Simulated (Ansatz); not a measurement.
# LiCu5: relaxing a made-up structure, part 2 of 2

Starting from a made-up structure for LiCu5, the aim is the relaxed cell, its shortest contacts and, where a second run follows, its electronic structure.

Ansatz 0.2.0; DFT, PBE, plane-wave PAW, files of the set soft_1, scalar-relativistic, ferromagnetic start, cell and ions relaxed at zero pressure; PAW set soft_1 (the session's first sound run).

So far: Set-up; Relaxing cell and atoms. The relaxed cell has a = 4.874, c = 4.081 Å (conventional setting).

## (3) Electronic structure of the relaxed cell

With the geometry fixed, one more self-consistent run, with a narrower smearing and the mesh shown in its input, gives the bands, and its pressure, and its forces where symmetry allows any, show how far the geometry depends on these settings.

This step: DFT, PBE, plane-wave PAW, files of the set soft_1, scalar-relativistic, no spin, bands and density of states at the relaxed cell; PAW set soft_1 (Ansatz 0.2.0).

The input, input.yaml:

```yaml
crystal:
  lattice:
    - [4.8744592562, 0.0, 0.0]
    - [-2.4372296281, 4.2214055456, 0.0]
    - [0.0, 0.0, 4.0810829915]
  atoms:
    - { symbol: Cu, position: [0.6666666667, 0.3333333333, 0.0] }
    - { symbol: Cu, position: [0.3333333333, 0.6666666667, 0.0] }
    - { symbol: Cu, position: [0.0, 0.5, 0.5] }
    - { symbol: Cu, position: [0.5, 0.5, 0.5] }
    - { symbol: Cu, position: [0.5, 0.0, 0.5] }
    - { symbol: Li, position: [0.0, 0.0, 0.0] }
kpoints:
  mp_grid: { grid: [8, 8, 8] }
  band_path:
    path:
      - [[0.0, 0.0, 0.0], [0.5, 0.0, 0.0], [0.33333333, 0.33333333, 0.0], [0.0, 0.0, 0.0], [0.0, 0.0, 0.5], [0.5, 0.0, 0.5], [0.33333333, 0.33333333, 0.5], [0.0, 0.0, 0.5]]
      - [[0.5, 0.0, 0.5], [0.5, 0.0, 0.0]]
      - [[0.33333333, 0.33333333, 0.0], [0.33333333, 0.33333333, 0.5]]
    npoints: 8
scf:
  occupations: { method: fermi_dirac, width: 0.03 }
  n_extra_bands: 10
hamiltonian:
  xc: pbe
  pseudopotentials: { kind: paw, azcp: { folder: soft_1 } }
output:
  forces: true
  stress: true
  write_bands: true
  dos: { projected: true }
  write_density: true
  write_potential: true
  elf: true
  volumetric_format: npy
```

Run with:

```bash
$ ansatz run input.yaml --threads 4 --pin off --max-ram 10240MiB --backend cpu --events-out ev --progress --plain --runs-dir out
```

Numbers of over 12 decimals in the logs are rounded to 6 here.

Output:

```text
[...]
Crystal: 6 atoms, lattice volume = 83.977 Å³
Basis set: ecut = 420 eV, 1639 PW (Γ), exchange–correlation on 72×72×60 points (8 copies of the dense FFT grid, shifted against one another)
Bands: 59, of which v1, the nominal top of the filled ones, is band 49 counted from 1 (48 counted from 0)
Symmetry: 24 space group operations
[...]
k-points: 50 of 512
[...]
SCF iter   1: F=—  HF=-33335.400026 eV  |F-HF|=—  |Δ(HF+E_count)|=         —  Δρ=2.47e-1  dr2=3.39e1  ethr=3.10e-3  ⟨swp⟩=4.8  Hψ=9071  notcnv=0  defer=1
[...]
SCF iter  10: F=-33330.430353 eV  HF=-33330.430353 eV  |F-HF|=4.33e-9  |Δ(HF+E_count)|=   1.05e-8  Δρ=3.18e-6  dr2=6.22e-9  ethr=1.02e-10  ⟨swp⟩=12.3  Hψ=18142  notcnv=0
SCF 1 converged in 10 iterations: F = -33330.430353 eV  dr2 = 6.22e-9
[...]
NSCF: frozen V_eff on 75 k-points
SCF converged after 10 iterations
Free energy (F): -33330.430353 eV
[...]
Internal energy: -33330.426112 eV  (E = F + TS)
E sigma→0 (E₀):  -33330.428233 eV
Entropy (-TS):   -0.004241 eV (-0.707 meV/atom)
Fermi energy:    11.313082 eV
[...]
--- Stress (GPa, compression-positive) ---
       -0.005774      -0.000000       0.000000
       -0.000000      -0.005774       0.000000
        0.000000       0.000000      -0.032210
  P = ⅓ Tr σ = -0.0146 GPa (-0.146 kbar)
--- Band table (eV; the first three rows and the last of 50) ---
  k-point 0: bands = [... 45 lower, 9.9751, 10.1261, 11.6787, 11.7841, 13.0093, 13.0093, 13.6874, 13.6874, ... 6 higher]
  k-point 1: bands = [... 45 lower, 9.8661, 10.1261, 10.8654, 11.7680, 13.1834, 13.1834, 13.6967, 13.6967, ... 6 higher]
  k-point 2: bands = [... 45 lower, 9.6960, 9.6960, 10.1262, 11.7146, 13.6654, 13.6654, 13.7248, 13.7248, ... 6 higher]
  k-point 49: bands = [... 45 lower, 9.6691, 9.7465, 9.9310, 10.2344, 10.5365, 11.6775, 11.8631, 17.0882, ... 6 higher]
```

Elapsed: 9.7 s, on 4 threads of Arm Neoverse V1, shared host; peak memory 0.59 GiB; 34 s of CPU time.

The column dr2 measures how far the density is from self-consistency, as an energy; F and HF (Harris–Foulkes) agree once it is small.

Numbers from this step:

```
free energy             : -33330.4304 eV
energy at zero smearing : -33330.4282 eV
smearing term TS        : 0.004241 eV
Fermi energy            : 11.31 eV
pressure                : -0.01459 GPa
```

From bands.tsv, the bands that come nearest the Fermi level along the path, at its corners, in eV from the Fermi level:

| point | band 46 | band 47 | band 48 | band 49 | band 50 | band 51 | band 52 | band 53 |
| --- | --- | --- | --- | --- | --- | --- | --- | --- |
| Γ | -1.34 | -1.19 | 0.37 | 0.47 | 1.70 | 1.70 | 2.37 | 2.37 |
| M | -1.95 | -1.87 | -1.33 | 0.22 | 0.89 | 3.04 | 4.68 | 5.63 |
| K | -1.87 | -1.87 | -1.37 | -1.33 | 4.10 | 4.10 | 4.38 | 4.38 |
| Γ | -1.34 | -1.19 | 0.37 | 0.47 | 1.70 | 1.70 | 2.37 | 2.37 |
| A | -1.29 | -1.29 | -1.19 | 0.25 | 2.48 | 2.48 | 3.60 | 3.60 |
| L | -1.69 | -1.34 | -1.27 | -1.27 | -0.60 | 1.03 | 1.50 | 3.26 |
| H | -1.76 | -1.48 | -1.48 | -0.93 | -0.93 | 0.26 | 0.49 | 6.80 |
| A | -1.29 | -1.29 | -1.19 | 0.25 | 2.48 | 2.48 | 3.60 | 3.60 |
| L | -1.69 | -1.34 | -1.27 | -1.27 | -0.60 | 1.03 | 1.50 | 3.26 |
| M | -1.95 | -1.87 | -1.33 | 0.22 | 0.89 | 3.04 | 4.68 | 5.63 |
| K | -1.87 | -1.87 | -1.37 | -1.33 | 4.10 | 4.10 | 4.38 | 4.38 |
| H | -1.76 | -1.48 | -1.48 | -0.93 | -0.93 | 0.26 | 0.49 | 6.80 |

Valence density in the ab plane at fractional z = 0.000, with atoms of Cu and Li within 0.2 Å of it. It is the smooth field of the valence electrons, not physical close to the nuclei.

Ten steps, logarithmic in the rise over the least value, from '0' (0 e/Å³) to '9' (61 e/Å³), each cell a mean:
```
41000000000014
00000111000001
00013542000000
00148962000000
00269841000000
00256410001100
00122100134310
00000001487410
00000003798400
00000014774100
00000002321000
32000000000000
53000000000004
```
Columns run along a (4.9 Å), rows up along b (4.9 Å). Atoms in or near the plane, at fractional coordinates: Cu at (0.67, 0.33), Cu at (0.33, 0.67), Li at (0.00, 0.00).

ELF in the ab plane at fractional z = 0.000, with atoms of Cu and Li within 0.2 Å of it. It is the smooth field of the valence electrons, not physical close to the nuclei.

Ten even steps from '_' (0.03) to '@' (0.98), each cell a mean:
```
%%..__..::........::..__--@@
____..............::..____::
__................::..______
::......==++::....::::......
::....::**==......::::..::::
::......::..................
::..........................
::........::......----......
::::::::::::....--##==....::
..____..::......::--......::
________::................__
++++____::::........::..__..
@@**____::::::::::::::__..%%
```
Columns run along a (4.9 Å), rows up along b (4.9 Å). Atoms in or near the plane, at fractional coordinates: Cu at (0.67, 0.33), Cu at (0.33, 0.67), Li at (0.00, 0.00).

Electrostatic potential energy in the ab plane at fractional z = 0.000, with atoms of Cu and Li within 0.2 Å of it. With pseudopotentials it is smooth inside the atoms' cores, unlike the true potential.

Values in eV, 13 rows by 14 columns, each cell a mean:
```
-21  -3   9  13  13  12  11  11  12  13  12   8  -8 -23
  2   9  12  12   7  -2  -5   2  10  12  12   8  -1  -5
 11  12  11   1 -22 -39 -33 -10   8  12  12  11   9   9
 13  12   3 -26 -54 -59 -42  -9  10  13  13  12  12  13
 13  10 -11 -44 -60 -54 -26   3  12  13  12  12  12  13
 12   7 -14 -37 -43 -24   0  11  12   9   3   3   8  12
 12   9  -1 -10  -6   5  11  11   3 -17 -28 -20   0  11
 13  12  10   9  11  13  12   2 -26 -51 -54 -33  -2  12
 13  13  12  13  13  13   8 -17 -51 -60 -53 -22   6  13
 12  11  11  12  13  12   2 -25 -49 -50 -28   0  11  13
  6   3   7  11  12  12   4 -12 -22 -13   3  11  12  10
-15 -13   1  10  13  12  10   7   7  10  12  12   9  -1
-31 -17   3  11  13  13  13  12  13  13  13  10   0 -21
```
Columns run along a (4.9 Å; values clipped at the 3rd and 97th percentile), rows up along b (4.9 Å). Atoms in or near the plane, at fractional coordinates: Cu at (0.67, 0.33), Cu at (0.33, 0.67), Li at (0.00, 0.00).

## (4) Summary of results

```
space group, relaxed : P6/mmm
conventional cell    : a = 4.874, b = 4.874, c = 4.081 Å; α = 90.0°, β = 90.0°, γ = 120.0°
volume per atom      : 14.00 Å³ (guess 10.40)
total moment         : 0.00 μB in the cell of 6 atoms
```

LiCu5 relaxes to P6/mmm with a = 4.874, b = 4.874 and c = 4.081 Å. The guessed volume was 26 % too small. The space group P6/mmm was held in the relaxation, so the end point is a stationary structure within it and may be a saddle against distortions or other arrangements. The moments died out from this one start and weren't seeded again at the relaxed cell. Bands cross the Fermi level, so it is a metal or semimetal at this level. On the 8×8×8 mesh with the narrower smearing (relaxed on 7×7×8) the forces vanish, as symmetry may demand, and the largest stress component is 0.032 GPa, within the relaxation's thresholds of 0.015 eV/Å and 0.05 GPa. The cutoff wasn't tested. A vector of the cell changed its length by 16 %, more than the volume shows. No dispersion term is used, so weakly bound directions may come out too long. Nothing here tests whether the compound is stable against decomposition.

[Logs are printed without paths, hosts, clocks, repeated set-up lines and the standing remarks that a program may print on its own settings, such as how far it seeks lower states.]

[Hosts, paths, dates, database ids (printed as entryN), source tags and the programs' standing remarks are cut or masked in the printed files.]
